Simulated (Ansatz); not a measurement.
Planning a GW calculation on BaTiO3 (R3m).

```
Ba Ti O
1.0
     2.82737    1.63238    2.31839
    -2.82737    1.63238    2.31839
     0.00000   -3.26476    2.31839
Ba Ti O
1 1 3
Direct
  0.00000 0.00000 0.00000
  0.48450 0.48450 0.48450
  0.50860 0.50860 0.01750
  0.01750 0.50860 0.50860
  0.50860 0.01750 0.50860
```

The cell and positions come from the Crystallography Open Database and are kept as given unless a step says otherwise. Spin-orbit coupling is left out unless a run names it.

Runs so far (Ansatz 0.2.0, start LDA, PAW set soft_1 files, 4×4×4 mesh). Times are wall times on 1 × NVIDIA H100 80GB HBM3 (shared by 6 runs) with 3 threads of AMD EPYC 7R13 (Zen 3), shared host, good to a factor of about two.

| bands summed | cutoff (eV) | gap on the mesh (eV) | time |
| --- | --- | --- | --- |
| 71 | 50 | 4.309 | 12 s |
| 165 | 100 | 4.093 | 15 s |
| 287 | 150 | 4.097 | 26 s |
| 495 | 220 | 4.135 | 41 s |

Question: What should the next rung give, with 777 bands and screening to 300 eV, and where is the limit?

The error falls about as one over the bands when the cutoff rises with them. A line through the two highest rungs given predicts 4.154 eV; the run gave 4.158 eV, close to it. The two highest rungs put the limit near 4.200 eV, the pair below near 4.187 eV; their difference is a rough measure of what is unsettled in bands and cutoff; the mesh is a separate error.

Gaps are over the mesh's points; an edge off the mesh would be missed. Limits: not at the basis limit; no spin-orbit coupling; coarse k mesh.

[Paths, hosts, dates, memory and timing lines, banners, echoed tables and standing remarks are left out of the program output.]

[Logs are printed without paths, hosts, clocks, repeated set-up lines and the standing remarks that a program may print on its own settings, such as how far it seeks lower states.]

[Runs of the session that timed out or met a known fault of the program may be left out.]

[Cells called generated may have been cut or substituted from an entry of the Crystallography Open Database or the Materials Project.]

[Hosts, paths, dates, database ids (printed as entryN), source tags and the programs' standing remarks are cut or masked in the printed files.]
